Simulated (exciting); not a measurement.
# Core excitons at the C K edge of SiC (Moissanite 3C), part 3 of 3

Wanted: the near-edge spectrum and the bound core excitons at the C K edge of SiC (Moissanite 3C).

exciting sodium; X-ray absorption, core-level Bethe-Salpeter equation, exchange and statically screened direct term, Tamm-Dancoff, all-electron LAPW+lo PBE.

So far. Step 6 (Exchange alone): Maxima (height): 3.8 eV (0.26), 9.6 eV (0.72), 12.4 eV (0.90) and 15.4 eV (0.30). The spectrum differs from the independent-particle run by 6 % r.m.s. Step 7 (Direct term alone): Maxima (height): 2.7 eV (0.84), 5.3 eV (1.03), 10.9 eV (0.42), 15.0 eV (0.18) and 18.8 eV (0.49). Against the singlet run the r.m.s. difference is 8 %.

**8. A changed run**

In this try the input is made faulty on purpose, to show what that does.

input.xml

```
<input>
  <title>SiC</title>
  <structure speciespath="." autormt="false" epslat="1.0e-5">
    <crystal>
      <basevect>0.0000000000 4.1177132248 4.1177132248</basevect>
      <basevect>4.1177132248 0.0000000000 4.1177132248</basevect>
      <basevect>4.1177132248 4.1177132248 0.0000000000</basevect>
    </crystal>
    <species speciesfile="Si.xml" rmt="2.005">
      <atom coord="0.0000000000 0.0000000000 0.0000000000"/>
    </species>
    <species speciesfile="C.xml" rmt="1.454">
      <atom coord="0.7500000000 0.7500000000 0.7500000000"/>
    </species>
  </structure>
  <groundstate do="skip" xctype="GGA_PBE" ngridk="6 6 6" rgkmax="7" gmaxvr="14" nempty="8" swidth="0.001" maxscl="100" epsengy="1e-5"/>
  <xs xstype="BSE" ngridk="6 6 6" ngridq="6 6 6" vkloff="0.097 0.273 0.493" rgkmax="7" nempty="15" gqmax="3" lmaxapwwf="5" lmaxemat="2" broad="0.01654" tevout="true">
    <energywindow intv="9.294 10.911" points="439"/>
    <screening screentype="full" nempty="3"/>
    <BSE xas="true" xasspecies="2" xasatom="1" xasedge="K" bsetype="singlet" nstlxas="1 11"/>
    <qpointset>
      <qpoint>0 0 0</qpoint>
    </qpointset>
    <plan>
      <doonly task="scrgeneigvec"/>
      <doonly task="scrwritepmat"/>
      <doonly task="screen"/>
      <doonly task="scrcoulint"/>
    </plan>
  </xs>
</input>
```

input.xml for the last start (plan only)

```
  <plan>
    <doonly task="bse"/>
  </plan>
```

On the command line:

```sh
$ OMP_NUM_THREADS=1 mpirun -n 4 exciting
$ OMP_NUM_THREADS=4 exciting
```

Numbers of over 12 decimals in the logs are rounded to 6 here.

The program printed:

```text
| EXCITING SODIUM started for task scrgeneigvec ( 401)                         =
One-shot GS runs for BSE calculations
One-shot GS runs for k+qmt/2 grids
Info(xsgeneigvec): Generating eigenvectors for Q-point      1
Using screening GS parameters.
Info(xsgeneigvec): Generation of eigenvectors finished
| EXCITING SODIUM started for task scrwritepmat ( 420)                         =
Info(writepmatxs): Momentum matrix elements finished
Info(scrwritepmat): Momentum matrix elements for screening finished
| EXCITING SODIUM started for task screen ( 430)                               =
[...]
Info(setup_bse_block): Setting up RR part of hamiltonian
Info(setup_bse_block): Singlet spin state
Info(bse): Diagonalizing RR Hamiltonian (TDA)
Info(bse): Invoking Lapack routine ZHEEVR
      4752 eigen solutions found in the interval:
         i1=       1 i2=    4752
Info(bse): Writing excition energies and oscillator strengths to text file.
Info(makespectrum_dist): Making spectrum using formula for coupling with time reversed AR basis.
Info(makespectrum_dist): Using formalism for vanishing momentum transfer.
Info(writederived): Writing quantities derived from the macroscopic dielectric function.
Info(bselauncher): Spectrum finished for iqmt=  1
Info(bselauncher): All done for BSE type singlet
```

The job ended after 7.6 min (4 MPI ranks of Arm Neoverse V1, shared host).

Wall time by task: scrgeneigvec 5.2 s, scrwritepmat 1.4 s, screen 28 s, scrcoulint 6 min, bse 55 s.

The input has a fault: far too few empty states in the screening. The spectrum differs from the singlet run by 24 % r.m.s. The highest maximum lies at 5.1 eV (1.04), against 5.4 eV (1.00). Too few states underscreen, so the attraction is too strong.

| E (eV) | first run | this run |
| --- | --- | --- |
| -3.0 | 0.02 | 0.02 |
| -2.0 | 0.03 | 0.03 |
| -1.0 | 0.04 | 0.06 |
| 0.0 | 0.09 | 0.13 |
| 1.0 | 0.24 | 0.41 |
| 2.0 | 0.54 | 0.88 |
| 3.0 | 0.76 | 0.94 |
| 4.0 | 0.63 | 0.75 |
| 5.0 | 0.90 | 1.04 |
| 6.0 | 0.92 | 0.81 |
| 7.0 | 0.79 | 0.65 |
| 8.0 | 0.67 | 0.53 |
| 9.0 | 0.48 | 0.38 |
| 10.0 | 0.39 | 0.33 |
| 11.0 | 0.44 | 0.36 |
| 12.0 | 0.29 | 0.22 |
| 13.0 | 0.14 | 0.12 |
| 14.0 | 0.16 | 0.15 |
| 15.0 | 0.19 | 0.17 |
| 16.0 | 0.16 | 0.15 |
| 17.0 | 0.17 | 0.16 |
| 18.0 | 0.29 | 0.28 |
| 19.0 | 0.50 | 0.43 |

**9. The levels of theory side by side**

| level | curve passes 0.15 (eV) | highest maximum (eV) | its height |
| --- | --- | --- | --- |
| IP | 2.7 | 12.3 | 0.87 |
| RPA | 2.8 | 12.4 | 0.90 |
| direct only | 0.4 | 5.3 | 1.03 |
| singlet | 0.6 | 5.4 | 1.00 |

| E (eV) | IP | RPA | direct only | singlet |
| --- | --- | --- | --- | --- |
| -2.0 | 0.01 | 0.01 | 0.03 | 0.03 |
| -1.0 | 0.01 | 0.01 | 0.05 | 0.04 |
| 0.0 | 0.02 | 0.02 | 0.10 | 0.09 |
| 1.0 | 0.05 | 0.04 | 0.29 | 0.24 |
| 2.0 | 0.10 | 0.09 | 0.64 | 0.54 |
| 3.0 | 0.19 | 0.17 | 0.83 | 0.76 |
| 4.0 | 0.27 | 0.25 | 0.68 | 0.63 |
| 5.0 | 0.23 | 0.21 | 0.97 | 0.90 |
| 6.0 | 0.37 | 0.33 | 0.90 | 0.92 |
| 7.0 | 0.49 | 0.45 | 0.75 | 0.79 |
| 8.0 | 0.60 | 0.55 | 0.62 | 0.67 |
| 9.0 | 0.75 | 0.70 | 0.44 | 0.48 |
| 10.0 | 0.65 | 0.65 | 0.37 | 0.39 |
| 11.0 | 0.58 | 0.57 | 0.41 | 0.44 |
| 12.0 | 0.83 | 0.82 | 0.26 | 0.29 |
| 13.0 | 0.52 | 0.58 | 0.13 | 0.14 |
| 14.0 | 0.26 | 0.27 | 0.16 | 0.16 |
| 15.0 | 0.28 | 0.29 | 0.18 | 0.19 |
| 16.0 | 0.27 | 0.29 | 0.16 | 0.16 |
| 17.0 | 0.19 | 0.19 | 0.17 | 0.17 |
| 18.0 | 0.19 | 0.19 | 0.29 | 0.29 |
| 19.0 | 0.29 | 0.28 | 0.47 | 0.50 |

**10. Outcome**

| Property | Result |
| --- | --- |
| absorber and edge | C K, atom 2 |
| surroundings | 4 Si at 1.89 Å (tetrahedral, site symmetry -43m) |
| first bright state | 0.10 eV from the Kohn–Sham onset, on this mesh |
| highest maximum | 5.4 eV |
| cost of the BSE run | 11 min on 4 MPI ranks of Arm Neoverse V1, shared host; the last task ran on as many threads |

**Reading.** Is a core exciton bound? Undecided on this mesh: the first bright state (over 5 % of the brightest) lies at 0.10 eV from the Kohn–Sham onset and at -0.16 eV from the lowest bare transition of its own mesh; weaker or dark states reach down to -0.09 eV. Exchange alone changes the independent-particle spectrum by 6 % r.m.s. Leaving exchange out of the full kernel changes the spectrum by 8 % r.m.s. A mesh of 216 points doesn't converge binding energies. Exchange and the short-range direct term aren't converged in the kernel cutoff. The zero comes from the unshifted 6×6×6 ground-state mesh; it is exact only where the band minimum lies on that mesh. The Kohn–Sham onset, 265 eV, is no photon energy (tabulated edge of the element: 284.2 eV): the scale needs a rigid shift. Bands and screening come from semilocal DFT, whose small gap overscreens. Vibrations and energy-dependent lifetimes are left out. The structure is a published determination, not relaxed.

[Banner, clock and machine lines of the logs are left out without a mark of their own.]

[Logs are printed without paths, hosts, clocks, repeated set-up lines and the standing remarks that a program may print on its own settings, such as how far it seeks lower states.]

[Hosts, paths, dates, database ids (printed as entryN), source tags and the programs' standing remarks are cut or masked in the printed files.]
